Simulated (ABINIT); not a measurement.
# Quasiparticle gap of BaLiF3 (Pm-3m) in ABINIT

How does a plane-wave GW calculation on BaLiF3 (Pm-3m) run from the first input to the gap?

Program: ABINIT 10.8.3. Level of theory: LDA and many-body steps on it, plane waves. Results are calculated unless marked as measured.

## (1) Starting point

It takes space group Pm-3m (No. 221, cubic). The conventional cell has a = 3.989 Å, b = 3.989 Å, c = 3.989 Å, α = 90.00°, β = 90.00°, γ = 90.00°. Ba has 12 F at 2.82 Å nearest. Nearest to Li lie 6 F at 1.99 Å. Nearest to F lie 2 Li at 1.99 Å and 4 Ba at 2.82 Å. Farther neighbours and most contacts between anions are not listed.

The cell and positions are those that the Materials Project relaxed with its own functionals (PBE, PBE+U or r2SCAN), kept fixed. Spin-orbit coupling is left out unless a step names it.

## (2) Ground state

This step: ABINIT 10.8.3; DFT, LDA, plane waves, norm-conserving pseudopotentials.

The ground-state density comes first.

run.abi reads:

```
acell 3*1.0 Angstrom
rprim 
  3.988581640000 0.000000000000 0.000000000000
  0.000000000000 3.988581640000 0.000000000000
  0.000000000000 0.000000000000 3.988581640000
ntypat 3
znucl 56 3 9
natom 5
typat 1 2 3 3 3
xred 
  0.000000000000 0.000000000000 0.000000000000
  0.500000000000 0.500000000000 0.500000000000
  0.000000000000 0.500000000000 0.500000000000
  0.500000000000 0.500000000000 0.000000000000
  0.500000000000 0.000000000000 0.500000000000
pp_dirpath "pseudos"
pseudos "Ba.upf, Li.upf, F.upf"
ecut 36
ngkpt 6 6 6
nshiftk 1
shiftk 0 0 0
kptopt 1
chksymbreak 0
nband 23
occopt 1
tolvrs 1e-10
nstep 60
prtwf 0
optforces 0
optstress 0
indata_prefix "in"
outdata_prefix "out"
tmpdata_prefix "tmp"
```

Launch:

```bash
> OMP_NUM_THREADS=1 mpirun -n 4 abinit run.abi > log
```

Numbers of over 12 decimals in the logs are rounded to 6 here.

The log of the run:

```text
.Version 10.8.3 of ABINIT. v10.8.2 released Aug 2026.

 Symmetries : space group Pm -3 m (#221); Bravais cP (primitive cubic)
================================================================================
 Values of the parameters that define the memory need of the present run
     intxc =       0    ionmov =       0      iscf =       7    lmnmax =       6
     lnmax =       6     mgfft =      45  mpssoang =       3    mqgrid =    3001
     natom =       5  nloc_mem =       1    nspden =       1   nspinor =       1
    nsppol =       1      nsym =      48    n1xccc =    2501    ntypat =       3
    occopt =       1   xclevel =       1
-    mband =          23        mffmem =           1         mkmem =           5
       mpw =        4452          nfft =       91125          nkpt =          20
================================================================================
  Rough estimation (10% accuracy) of disk space for files :
================================================================================

--------------------------------------------------------------------------------
------------- Echo of variables that govern the present computation ------------
--------------------------------------------------------------------------------
 -outvars: echo values of preprocessed input variables --------
            acell      1.8897261259E+00  1.8897261259E+00  1.8897261259E+00 Bohr

      chksymbreak           0
             ecut      3.60000000E+01 Hartree
-          fftalg         312

              ixc       -1012
              kpt      0.00000000E+00  0.00000000E+00  0.00000000E+00
                       1.66666667E-01  0.00000000E+00  0.00000000E+00
                       3.33333333E-01  0.00000000E+00  0.00000000E+00
                       5.00000000E-01  0.00000000E+00  0.00000000E+00
                       1.66666667E-01  1.66666667E-01  0.00000000E+00
                       3.33333333E-01  1.66666667E-01  0.00000000E+00
                       5.00000000E-01  1.66666667E-01  0.00000000E+00
                       3.33333333E-01  3.33333333E-01  0.00000000E+00
                       5.00000000E-01  3.33333333E-01  0.00000000E+00
   [... 9 further rows ...]
                       5.00000000E-01  5.00000000E-01  3.33333333E-01
                       5.00000000E-01  5.00000000E-01  5.00000000E-01
         kptrlatt        6    0    0      0    6    0      0    0    6
          kptrlen      4.52239616E+01
P           mkmem           5
            natom           5
            nband          23
            ngfft          45      45      45
             nkpt          20
            nstep          60
             nsym          48
           ntypat           3
              occ      2.000000  2.000000  2.000000  2.000000  2.000000  2.000000
                       2.000000  2.000000  2.000000  2.000000  2.000000  2.000000
                       2.000000  2.000000  2.000000  2.000000  2.000000  0.000000
                       0.000000  0.000000  0.000000  0.000000  0.000000
        optforces           0
        optstress           0
            prtwf           0
            rprim      3.9885816400E+00  0.0000000000E+00  0.0000000000E+00
[...]
spgroup         221

           tolvrs      1.00000000E-10

             xred      0.0000000000E+00  0.0000000000E+00  0.0000000000E+00
[...]
znucl       56.00000    3.00000    9.00000

================================================================================

 chkinp: Checking input parameters for consistency.

================================================================================
== DATASET  1 ==================================================================
-   mpi_nproc: 4, omp_nthreads: 1 (-1 if OMP is not activated)

--- !DatasetInfo
iteration_state: {dtset: 1, }
dimensions: {natom: 5, nkpt: 20, mband: 23, nsppol: 1, nspinor: 1, nspden: 1, mpw: 4452, }
cutoff_energies: {ecut:  36.0, pawecutdg:  -1.0, }
electrons: {nelect:   3.40000000E+01, charge:   0.00000000E+00, occopt:   1.00000000E+00, tsmear:   1.00000000E-02, }

 Real(R)+Recip(G) space primitive vectors, cartesian coordinates (Bohr,Bohr^-1):
 R(1)=  7.5373269  0.0000000  0.0000000  G(1)=  0.1326730  0.0000000  0.0000000
 R(2)=  0.0000000  7.5373269  0.0000000  G(2)=  0.0000000  0.1326730  0.0000000
 R(3)=  0.0000000  0.0000000  7.5373269  G(3)=  0.0000000  0.0000000  0.1326730
 Unit cell volume ucvol=  4.2820532E+02 bohr^3
 Angles (23,13,12)=  9.00000000E+01  9.00000000E+01  9.00000000E+01 degrees

 getcut: wavevector=  0.0000  0.0000  0.0000  ngfft=  45  45  45
         ecut(hartree)=     36.000   => boxcut(ratio)=   2.16132

--- Pseudopotential description ------------------------------------------------
- Ba Generated using ONCVPSP code by D. R. Hamann
- 56.00000  10.00000  180309                  znucl, zion, pspdat
12 -1012 2 -1 1912                            pspcod,pspxc,lmax,lloc,mmax
     nproj     2     2     2
  pspatm : epsatm=   25.95172157
         --- l  ekb(1:nproj) -->
[...]
pspatm: atomic psp has been read  and splines computed

- Li Generated using ONCVPSP code by D. R. Hamann
-  3.00000   3.00000  180309                  znucl, zion, pspdat
12 -1012 1 -1 1944                            pspcod,pspxc,lmax,lloc,mmax
     nproj     2     2     0
  pspatm : epsatm=    2.61415252
         --- l  ekb(1:nproj) -->
[...]
pspatm: atomic psp has been read  and splines computed

- F Generated using ONCVPSP code by D. R. Hamann
-  9.00000   7.00000  201202                  znucl, zion, pspdat
12 -1012 2 -1 824                             pspcod,pspxc,lmax,lloc,mmax
     nproj     2     2     1
  pspatm : epsatm=    4.94580260
         --- l  ekb(1:nproj) -->
[...]
2   -2.364936
 pspatm: atomic psp has been read  and splines computed

   1.47571158E+03                                ecore*ucvol(ha*bohr**3)
--------------------------------------------------------------------------------

_setup2: Arith. and geom. avg. npw (full set) are    4418.495    4418.462

================================================================================

--- !BeginCycle
iteration_state: {dtset: 1, }
solver: {iscf: 7, nstep: 60, nline: 4, wfoptalg: 0, }
tolerances: {tolvrs: 1.00E-10, }

     iter   Etot(hartree)      deltaE(h)  residm     vres2
 ETOT  1  -109.22402113057    -1.092E+02 1.272E-01 5.831E+02
 ETOT  2  -109.27786513155    -5.384E-02 9.620E-03 3.371E+02
 ETOT  3  -109.41104291568    -1.332E-01 3.054E-03 2.973E+01
 ETOT  4  -109.41667892324    -5.636E-03 8.824E-04 2.769E-01
 ETOT  5  -109.41674791017    -6.899E-05 3.959E-03 3.542E-03
 ETOT  6  -109.41674809765    -1.875E-07 4.415E-03 5.670E-05
 ETOT  7  -109.41674811758    -1.993E-08 1.093E-03 5.200E-07
 ETOT  8  -109.41674811763    -5.225E-11 2.871E-04 9.391E-09
 ETOT  9  -109.41674811764    -6.779E-12 4.859E-05 7.397E-10
 ETOT 10  -109.41674811763     9.152E-12 2.774E-05 4.723E-13

 At SCF step   10       vres2   =  4.72E-13 < tolvrs=  1.00E-10 =>converged.

--- !ResultsGS
iteration_state: {dtset: 1, }
comment   : Summary of ground state results
lattice_vectors:
- [  7.5373269,   0.0000000,   0.0000000, ]
- [  0.0000000,   7.5373269,   0.0000000, ]
- [  0.0000000,   0.0000000,   7.5373269, ]
lattice_lengths: [   7.53733,    7.53733,    7.53733, ]
lattice_angles: [ 90.000,  90.000,  90.000, ] # degrees, (23, 13, 12)
lattice_volume:   4.2820532E+02
convergence: {deltae:  9.152E-12, res2:  4.723E-13, residm:  2.774E-05, diffor:  0.000E+00, }
etotal    :  -1.09416748E+02
entropy   :   0.00000000E+00
fermie    :   6.57595701E-02
cartesian_stress_tensor: null
pressure_GPa: null
xred      :
- [  0.0000E+00,   0.0000E+00,   0.0000E+00, Ba]
- [  5.0000E-01,   5.0000E-01,   5.0000E-01, Li]
- [  0.0000E+00,   5.0000E-01,   5.0000E-01,  F]
- [  5.0000E-01,   5.0000E-01,   0.0000E+00,  F]
- [  5.0000E-01,   0.0000E+00,   5.0000E-01,  F]
cartesian_forces: null
force_length_stats: {min: null, max: null, mean: null, }

 Integrated electronic density in atomic spheres:
 ------------------------------------------------
 Atom  Sphere_radius  Integrated_density
[...]
================================================================================

 ----iterations are completed or convergence reached----

 Mean square residual over all n,k,spin=   14.396E-08; max=  27.745E-06
 reduced coordinates (array xred) for    5 atoms
       0.000000000000      0.000000000000      0.000000000000
       0.500000000000      0.500000000000      0.500000000000
       0.000000000000      0.500000000000      0.500000000000
       0.500000000000      0.500000000000      0.000000000000
       0.500000000000      0.000000000000      0.500000000000
 rms dE/dt=  0.0000E+00; max dE/dt=  0.0000E+00; dE/dt below (all hartree)
    1       0.000000000000      0.000000000000      0.000000000000
    2       0.000000000000      0.000000000000      0.000000000000
    3       0.000000000000      0.000000000000      0.000000000000
    4       0.000000000000      0.000000000000      0.000000000000
    5       0.000000000000      0.000000000000      0.000000000000

 cartesian coordinates (angstrom) at end:
    1      0.000000     0.000000     0.000000
    2      1.994291     1.994291     1.994291
    3      0.000000     1.994291     1.994291
    4      1.994291     1.994291     0.000000
    5      1.994291     0.000000     1.994291
 length scales=  1.889726125908  1.889726125908  1.889726125908 bohr
              =  1.000000000000  1.000000000000  1.000000000000 angstroms
 prteigrs : about to open file out_EIG
 Fermi (or HOMO) energy (hartree) =   0.06576   Average Vxc (hartree)=  -0.40083
 Eigenvalues (hartree) for nkpt=  20  k points:
 kpt#   1, nband= 23, wtk=  0.00463, kpt=  0.0000  0.0000  0.0000 (reduced coord)
  -1.38804   -0.79605   -0.63903   -0.62414   -0.62414   -0.24284   -0.24284   -0.24284
  -0.00421   -0.00421   -0.00421    0.03489    0.03489    0.03489    0.06576    0.06576
   0.06576    0.30648    0.30648    0.35625    0.42839    0.42839    0.42839
 prteigrs : prtvol=0 or 1, do not print more k-points.

--- !EnergyTerms
iteration_state     : {dtset: 1, }
comment             : Components of total free energy in Hartree
kinetic             :  6.01648665057852E+01
hartree             :  2.52569011033219E+01
xc                  : -2.46028405898496E+01
Ewald energy        : -7.97678121165285E+01
psp_core            :  3.44627101181395E+00
local_psp           : -8.47854453011076E+01
non_local_psp       : -9.12868873106591E+00
total_energy        : -1.09416748117631E+02
total_energy_eV     : -2.97738139480806E+03
band_energy         : -9.14774068357021E+00

== END DATASET(S) ==============================================================
================================================================================

 -outvars: echo values of variables after computation  --------
           etotal     -1.0941674812E+02
            nband          23
             nkpt          20
          spgroup         221
 [... the other variables as echoed above ...]

 Calculation completed.
```

It took 19 s on 4 MPI ranks of Arm Neoverse V2, shared host; peak memory 0.33 GiB.

This step gave:

| Property | Result |
| --- | --- |
| total energy | -2977.3814 eV |
| gap | 6.550 eV |
| k of the valence top | 0, 0, 0 |
| k of the conduction bottom | 0, 0, 0 |
| least direct gap | 6.550 eV |

The gap is direct, at Γ.

(Continued in part 2 of 3.)

[Paths, hosts, dates, memory and timing lines, banners, echoed tables and standing remarks are left out of the program output.]

[Logs are printed without paths, hosts, clocks, repeated set-up lines and the standing remarks that a program may print on its own settings, such as how far it seeks lower states.]

[Runs of the session that timed out or met a known fault of the program may be left out.]

[Hosts, paths, dates, database ids (printed as entryN), source tags and the programs' standing remarks are cut or masked in the printed files.]

[G0W0 gaps are taken among the corrected bands and points alone; a level outside them can change the order at an edge.]

[Where Ansatz stands beside ABINIT at settings called matched, ABINIT's density can come from a denser mesh and the files from another edition; pairs whose starting gaps differed by over 0.03 eV were left out, so agreement reads better than it is.]
